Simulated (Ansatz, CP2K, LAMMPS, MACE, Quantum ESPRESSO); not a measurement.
**A relaxed frame of amorphous polyisobutylene (as short chains C10H22) from 250 K (128 atoms) under volume change, by several methods**

Aim: pressure against volume for a relaxed frame of amorphous polyisobutylene (as short chains C10H22) from 250 K (128 atoms), with plane waves as the reference.

The results are calculated values.

## (1) The structure

The cell holds 128 atoms (40 C and 88 H), with edges of 10.22, 10.22 and 10.22 Å. Recipe: 4 polyisobutylene chains of 2 units with methyl end groups placed at random, at 0.886 g/cm³; overlaps pushed apart, then 20 ps at 800 K with MMFF94 bonds, angles, torsions, charges and radii (Halgren, J. Comput. Chem. 17, 490 (1996)) in harmonic and 12-6 forms. Snapshot after 30 ps at 250 K and fixed volume. Then the atoms were relaxed with MACE MPA-0 medium in the fixed cell. Then the atoms were relaxed with CP2K double zeta, PBE+D3(BJ).

Bonds by pair of elements; cutoffs follow the first minimum of g(r), held within bounds set by covalent radii, and pairs that aren't listed don't count as bonded:

```csv
pair A-B,cutoff (Å),bonds,mean length (Å),spread (Å),shortest (Å),B about A,A about B
H-C,1.34,88,1.10,0.002,1.09,1,2.2
C-C,1.85,36,1.54,0.008,1.53,1.8,1.8
```

## (2) The reference input

Quantum ESPRESSO 7.5: Kohn-Sham DFT, PBE+D3(BJ), SSSP efficiency 1.3.0 pseudopotentials, plane waves. Its input, pw.in, for the unchanged cell:

```
&control
  calculation = 'scf'
  pseudo_dir = './pseudo'
  outdir = './tmp'
  disk_io = 'none'
  tprnfor = .true.
  tstress = .true.
/
&system
  ibrav = 0
  nat = 128
  ntyp = 2
  ecutwfc = 60
  ecutrho = 480
  nosym = .true.
  occupations = 'smearing'
  smearing = 'fd'
  degauss = 0.003675
  vdw_corr = 'dft-d3'
  dftd3_version = 4
  dftd3_threebody = .false.
/
&electrons
  conv_thr = 6.4e-07
  electron_maxstep = 100
  mixing_beta = 0.4
  mixing_mode = 'plain'
  diagonalization = 'david'
/
ATOMIC_SPECIES
C 12.011 C.upf
H 1.008 H.upf
CELL_PARAMETERS angstrom
10.21753 0.00000 0.00000
0.00000 10.21753 0.00000
0.00000 0.00000 10.21753
ATOMIC_POSITIONS crystal
C 0.96235 0.30589 0.86498
C 0.97251 0.44024 0.92996
C 0.84475 0.52103 0.93246
C 0.87814 0.65704 0.98800
[... 122 atom lines left out ...]
H 0.35684 0.16565 0.06568
H 0.22093 0.13869 0.96183
K_POINTS gamma
```

```console
$ OMP_NUM_THREADS=1 mpirun -np 4 pw.x -in pw.in > output.txt
```

Elapsed: 49 s, on 4 MPI ranks of Arm Neoverse V1, shared host; peak memory 3.4 GiB.

It converged with an r.m.s. force component of 0.036 eV/Å and a pressure of -0.044 GPa.

## (3) Levels of theory

Every level solves the same cells as single points. CPU time is summed over a level's finished runs, on a host shared with the other runs, so it is rough; the force column is the median over cells of the r.m.s. difference of force components from the reference.

```
            level                   basis or training data  k-points  runs finished  CPU time  peak memory (GiB)  force difference (meV/Å)
   QE, PBE+D3(BJ)  plane waves, SSSP efficiency, 60/480 Ry         Γ         5 of 5    17 min                3.5                 reference
MACE MPA-0 medium       trained on PBE(+U) plane-wave data         -         5 of 5      58 s                1.7                        46
```

The reference's own r.m.s. force component runs from 35 to 37 meV/Å over these cells.

## (4) Pressure against volume

The cell is scaled evenly, and at each volume CP2K double zeta, PBE+D3(BJ) relaxes the atoms again before the single points. The unchanged volume is 8.334 Å³ an atom. Pressures in GPa:

```csv
level,-6 %,-3 %,0,+3 %,+6 %
"QE, PBE+D3(BJ)",0.43,0.15,-0.04,-0.23,-0.36
MACE MPA-0 medium,4.85,4.02,3.35,2.75,2.26
```

Energy less that of the unchanged cell at the same level, in meV an atom:

```csv
level,-6 %,-3 %,+3 %,+6 %
"QE, PBE+D3(BJ)",0.91,0.36,-0.06,0.02
MACE MPA-0 medium,11.47,5.07,-4.11,-7.40
```

## (5) Moduli

From the three volumes nearest the unchanged one: B from the slope of pressure against ln V and from the curvature of the energy, the pressure that the slope of the energy implies, and the volume change at which the printed pressure crosses zero (a dash if it doesn't within the range).

```csv
level,B from pressures (GPa),B from energies (GPa),printed pressure (GPa),pressure from energies (GPa),zero pressure at (%)
"QE, PBE+D3(BJ)",6.3,6.4,-0.04,0.13,-0.7
MACE MPA-0 medium,21.2,20.3,3.35,2.94,-
```

As a check by hand on the reference: from -3 to +3 % the pressure falls by 0.38 GPa while ln V grows by 0.0600, a ratio of 6.3 GPa.

Gap between the highest filled and the lowest empty level on the runs' k-points, in eV:

```csv
level,-6 %,-3 %,0,+3 %,+6 %
"QE, PBE+D3(BJ)",5.89,5.83,5.79,5.75,5.72
```

## (6) Outcome

The plane-wave reference (PBE+D3(BJ)) gives a bulk modulus of 6.3 GPa from its pressures, at a volume where its pressure is -0.04 GPa; that pressure crosses zero at -0.7 %. Learned potentials: MACE MPA-0 medium 21.2 GPa (+238 %); its pressure lies +3.39 GPa from the reference's. The moduli are read at one volume but at unlike pressures, and a cell under tension is as a rule softer than one under compression.

Moduli from the energies run from 6 to 20 GPa, within 10 % of those from pressures. The learned potentials carry no dispersion term, which the reference has. The reference's gap falls as the cell grows, from 5.89 eV at -6 % to 5.72 eV at +6 %.

Caveats: The atoms follow CP2K double zeta, PBE+D3(BJ), not each level's own minimum, so these moduli only approach relaxed ones and hang on that choice. Three points at finite strain give rough moduli, at the given volume rather than at zero pressure. Pressures at a fixed plane-wave cutoff or in a small atom-centred basis hold some basis error. The reference samples only Γ, in a cell whose shortest periodic width is 10 Å. The reference isn't exact: its cutoffs and mesh weren't converged further here. Where levels are smeared, the DFT runs use Fermi–Dirac occupations at 580 K (0.05 eV), and energies are free energies.

[Logs are printed without paths, hosts, clocks, repeated set-up lines and the standing remarks that a program may print on its own settings, such as how far it seeks lower states.]

[Hosts, paths, dates, database ids (printed as entryN), source tags and the programs' standing remarks are cut or masked in the printed files.]

[The MMFF94 radii named for the starting cell were scaled by 0.96; in molecules described by MMFF94, hydrogen bound to N, O or S took a small fixed 12-6 site in their place.]
